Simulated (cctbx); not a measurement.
# Reading a Patterson map

Space group P4mm (no. 99), a = 4.0840 Å, b = 4.0840 Å, c = 9.7440 Å, α = 90.00°, β = 90.00°, γ = 90.00°, content La2 As1 Ge1 Ni4 P2.

The data are simulated with cctbx, not measured: Mo Kα, λ = 0.71073 Å, to d = 0.6 Å, 70 % of the full sphere, strongest reflection 20000 counts, noise from counting, a 2 % proportional error and a noise floor of 15 counts (s.d.); no absorption.

Patterson synthesis, origin scaled to 1000:

```text
Patterson group P 4/m m m
      u       v       w   height  length (A)
  0.000   0.000   0.000   1000.0     0.00
  0.500   0.500   0.500    851.5     5.66
  0.500   0.500   0.134    419.1     3.17
  0.000   0.500   0.249    399.4     3.17
  0.000   0.000   0.365    393.9     3.55
  0.500   0.500   0.000    162.5     2.89
  0.000   0.000   0.500    156.6     4.87
  0.000   0.500   0.379    145.3     4.22
  0.000   0.500   0.119    143.0     2.35
  0.000   0.000   0.274     53.4     2.67
  0.500   0.500   0.227     52.5     3.63
  0.000   0.205   0.375     -5.0     3.74
  0.147   0.396   0.500    -12.3     5.17
  0.000   0.137   0.211    -13.1     2.13
```

**Question.** Which atom pairs make the peaks, and where is the heaviest atom?

A peak at u stands for all pairs with xi − xj = u, with weight Σ ZiZj against Σ Z² = 12197 at the origin. Peak heights follow these weights only roughly, since form factors, motion and series ripples differ, all vectors within 0.55 Å of a peak are counted as merged into it though the farther ones add only part of their weight, and F(000) is left out, which lowers the whole map:

| u | v | w | shortest length (Å) | height | 1000 ΣZiZj/ΣZ² | pairs in the cell |
| --- | --- | --- | --- | --- | --- | --- |
| 0.500 | 0.500 | 0.500 | 5.66 | 852 | 1000 | 2 × La–La, 4 × Ni–Ni, 2 × As–Ge, 2 × P–P |
| 0.500 | 0.500 | 0.134 | 3.17 | 419 | 444 | 1 × La–As, 1 × La–Ge, 2 × La–P |
| 0.000 | 0.500 | 0.249 | 3.17 | 399 | 523 | 4 × La–Ni |
| 0.000 | 0.000 | 0.365 | 3.56 | 394 | 444 | 1 × La–As, 1 × La–Ge, 2 × La–P |
| 0.500 | 0.500 | 0.000 | 2.89 | 162 | 257 | 4 × Ni–Ni |
| 0.000 | 0.000 | 0.500 | 4.87 | 157 | 257 | 4 × Ni–Ni |
| 0.000 | 0.500 | 0.379 | 4.22 | 145 | 218 | 1 × As–Ni, 1 × Ge–Ni, 2 × Ni–P |
| 0.000 | 0.500 | 0.119 | 2.35 | 143 | 218 | 1 × As–Ni, 1 × Ge–Ni, 2 × Ni–P |
| 0.000 | 0.000 | 0.274 | 2.67 | 53 | 80 | 1 × As–P, 1 × Ge–P |
| 0.500 | 0.500 | 0.227 | 3.64 | 52 | 80 | 1 × As–P, 1 × Ge–P |

The table stops at ten peaks or at a height of 45, below which ripples compete. In the model behind the data La, the heaviest element, has 2 independent sites: (1/2, 1/2, 0.5049) and (0, 0, 0.9873), up to an allowed shift of origin; the La–La vectors are differences of these positions and their symmetry mates. The whole model:

```csv
atom,mult.,x,y,z,Ueq (Å²)
La1,1,1/2,1/2,0.5049,0.0173
La2,1,0,0,0.9873,0.0088
As1,1,0,0,0.6326,0.0125
Ge1,1,1/2,1/2,0.1274,0.0157
Ni1,2,0,1/2,0.7494,0.0212
Ni2,2,1/2,0,0.2582,0.0237
P1,1,1/2,1/2,0.8594,0.0220
P2,1,0,0,0.3698,0.0185
```

The model is made up (kin elements in a known structure type, no relaxation), so it says nothing on whether the phase exists.

[Logs are printed without paths, hosts, clocks, repeated set-up lines and the standing remarks that a program may print on its own settings, such as how far it seeks lower states.]
